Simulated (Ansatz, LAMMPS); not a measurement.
# Static equation of state of amorphous 37Ga2O3-63Al2O3 (mol %) (135 atoms)

Density of this cell: 4.16 g/cm³. The cell holds 135 atoms: 20 Ga, 34 Al and 81 O. Its edges and angles: a = 11.234 Å, b = 11.522 Å, c = 11.126 Å, α = 90.5°, β = 90.8°, γ = 91.3°. The starting structure: 135 atoms (20 Fe, 34 Al, 81 O) placed at random at 3.55 g/cm³, melted at 5000 K for 10 ps at fixed volume with the Morse and Coulomb pair potential with partial charges (Pedone, Malavasi, Menziani, Cormack and Segre, J. Phys. Chem. B 110, 11780 (2006)). Quenched from 5000 K to 300 K at 50 K/ps and fixed volume, held 10 ps at zero pressure, then minimised at fixed cell. Then Fe was replaced by Ga and the cell scaled by 1.006 (the potential has no terms for the new elements, so the cell is a start for a DFT relaxation).

Calculated with Ansatz 0.2.0: Kohn-Sham DFT, PBE, PAW (set soft_1), plane waves; cutoff 420 eV, Γ point, fixed occupations. Cell and atoms were relaxed first, to V0 = 10.664 Å³ an atom at a residual P0 = 0.022 GPa. The cell was then scaled evenly, and the atoms were relaxed at each volume.

| volume (Å³/atom) | pressure (GPa) |
| --- | --- |
| 10.024 | 7.635 |
| 10.344 | ? |
| 10.984 | -3.393 |
| 11.304 | -4.742 |

**Question.** Fit the third-order Birch–Murnaghan equation to the rows given and interpolate to the withheld row.

Worked fit:

Take the Eulerian strain f = ½[(V0/V)^(2/3) − 1] and the normalised pressure F = (P − P0) / [3f(1 + 2f)^(5/2)]. The third-order Birch–Murnaghan equation is then the line F = B0 + (3/2)B0(B′ − 4) f, so u = f and v = F.

```
      u = f  v = F (GPa)
  0.0210561      108.718
-0.00975657      122.555
 -0.0190505      91.8468
```

With n = 3: mean u = -0.00258367, mean v = 107.707, Σ(u − ū)² = 8.814e-4, Σ(u − ū)(v − v̄) = 0.17857. Slope b = 0.17857 / 8.814e-4 = 202.59; intercept a = v̄ − b ū = 108.23.

So B0 = a = 108 GPa and B′ = 4 + 2b/(3a) = 5.25. At the withheld volume f = 0.01026, F = a + b f = 110.3 GPa, and P = P0 + 3f(1 + 2f)^(5/2) F.

Prediction at 10.344: 3.593 GPa. The run gave 3.039 GPa, so the fit is high by 0.55 GPa (18 % of the value).

The series isn't one smooth equation of state: even a line fitted to all rows, the withheld one included, misses F by up to 15.4 %, the count of bonds changes along the series and an atom moves over 0.5 Å in some relaxation. B0 and B′ are then only the numbers of this fit, not moduli of the material. Among the rows given, the largest miss of the fit is at 11.304, by 0.65 GPa (5.2 % of the range of the table).

Limits: Static cells at zero temperature; the cell shape is held. The program notes that the SCF threshold of these relaxations is loose for the stress. The quench rate of 50 K/ps is many orders above laboratory rates, so the cell is likely richer in defects and strain than a real sample. The network of bonds at the start is that of the classical potential that made the cell, and needn't be the one that DFT or experiment would give. Only the Γ point is sampled, in a cell whose shortest periodic width is 11 Å.

[Logs are printed without paths, hosts, clocks, repeated set-up lines and the standing remarks that a program may print on its own settings, such as how far it seeks lower states.]

[Hosts, paths, dates, database ids (printed as entryN), source tags and the programs' standing remarks are cut or masked in the printed files.]
